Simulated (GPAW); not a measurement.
**SrCl2: optical spectrum from first principles**

Aim: the dielectric function of SrCl2, and the optical constants that follow from it.

Main program and level: GPAW 26.7.0; DFT, LDA, plane-wave PAW (GPAW data sets), scalar-relativistic, RPA, optical limit.

## Step 1: The structure

The structure is cubic, space group Fm-3m (No. 225). Conventional cell: a = 6.977 Å, b = 6.977 Å, c = 6.977 Å, α = 90.00°, β = 90.00°, γ = 90.00°. Nearest to Sr lie 8 Cl at 3.02 Å. Cl has 4 Sr at 3.02 Å nearest. Farther neighbours and most contacts between anions are not listed.

## Step 2: Ground state

The self-consistent density comes first; it also tells whether there is a gap, which decides the occupations and the need for a Drude term.

This step: DFT, LDA, plane-wave PAW (GPAW data sets), scalar-relativistic, ground state (GPAW 26.7.0).

Contents of gs.py:

```python
from ase import Atoms
from ase.dft.bandgap import bandgap
from gpaw import GPAW, PW, FermiDirac

atoms = Atoms(['Sr', 'Cl', 'Cl'],
              cell=[[0.00000000, 3.48835000, 3.48835000],
                    [3.48835000, 0.00000000, 3.48835000],
                    [3.48835000, 3.48835000, 0.00000000]],
              scaled_positions=[[0.00000000, 0.00000000, 0.00000000],
                                [0.75000000, 0.75000000, 0.75000000],
                                [0.25000000, 0.25000000, 0.25000000]],
              pbc=[True, True, True])
atoms.calc = GPAW(mode=PW(500), xc='LDA', kpts={'size': (6, 6, 6), 'gamma': True},
                  occupations=FermiDirac(0.05), maxiter=150, txt='gs.txt')
print('energy (eV)', atoms.get_potential_energy())
print('Fermi level (eV)', atoms.calc.get_fermi_level())
print('valence electrons', atoms.calc.get_number_of_electrons())
print('gap (eV)', bandgap(atoms.calc, output=None)[0])
print('direct gap (eV)', bandgap(atoms.calc, direct=True, output=None)[0])
atoms.calc.write('gs.gpw')
```

Run with:

```console
$ OMP_NUM_THREADS=1 python gs.py
```

Contents of nscf.py:

```python
from ase.dft.bandgap import bandgap
from gpaw import GPAW, FermiDirac

calc = GPAW('gs.gpw').fixed_density(kpts={'size': (8, 8, 8), 'gamma': True}, nbands=31, convergence={'bands': 25},
                                    occupations=FermiDirac(0.001), txt='nscf.txt')
print('gap (eV)', bandgap(calc, output=None)[0])
print('direct gap (eV)', bandgap(calc, direct=True, output=None)[0])
calc.write('full.gpw', mode='all')
```

Contents of df.py:

```python
from gpaw.response.df import DielectricFunction

df = DielectricFunction('full.gpw', frequencies={'type': 'nonlinear', 'domega0': 0.03, 'omega2': 8},
                        ecut=30,
                        eta=0.2,
                        nbands=25,
                        txt='df.txt')
for direction in ['x']:
    df.get_dielectric_function(xc='RPA', direction=direction, filename=f'df_{direction}.csv')
```

Q: Predict the electronic dielectric constant ε∞, mean over x, y and z (RPA); and main peak of Im epsilon, first axis.

At this level (LDA, RPA) SrCl2 has ε∞ = 2.83 and n = 1.69 at 1550 nm, and Im ε peaks at 7.4 eV. On the mesh the gap is 4.88 eV and the least direct gap 5.17 eV, so on this mesh the band edges lie at different points. Local fields change the static value along x from 3.18 to 2.83 (-11 %).

- electronic dielectric constant ε∞, mean over x, y and z (by symmetry where fewer were run) (RPA): 2.83
- main peak of Im epsilon, first axis: 7.38 eV

Distinct maxima of Im ε, read by a parabola through the highest points, lie at 7.38 eV (4.7) and 9.37 eV (2.9). Excitons and phonon-assisted transitions are missing; LDA gaps are as a rule too small, which pulls the onset down and ε∞ up. The sum runs over mesh points, so small or evenly spaced maxima can still be ripples of the mesh. The curves end at 11 eV, about where the summed bands run out.

[Machine, clock and banner lines and Python warnings are left out of the logs.]

[Logs are printed without paths, hosts, clocks, repeated set-up lines and the standing remarks that a program may print on its own settings, such as how far it seeks lower states.]

[Hosts, paths, dates, database ids (printed as entryN), source tags and the programs' standing remarks are cut or masked in the printed files.]
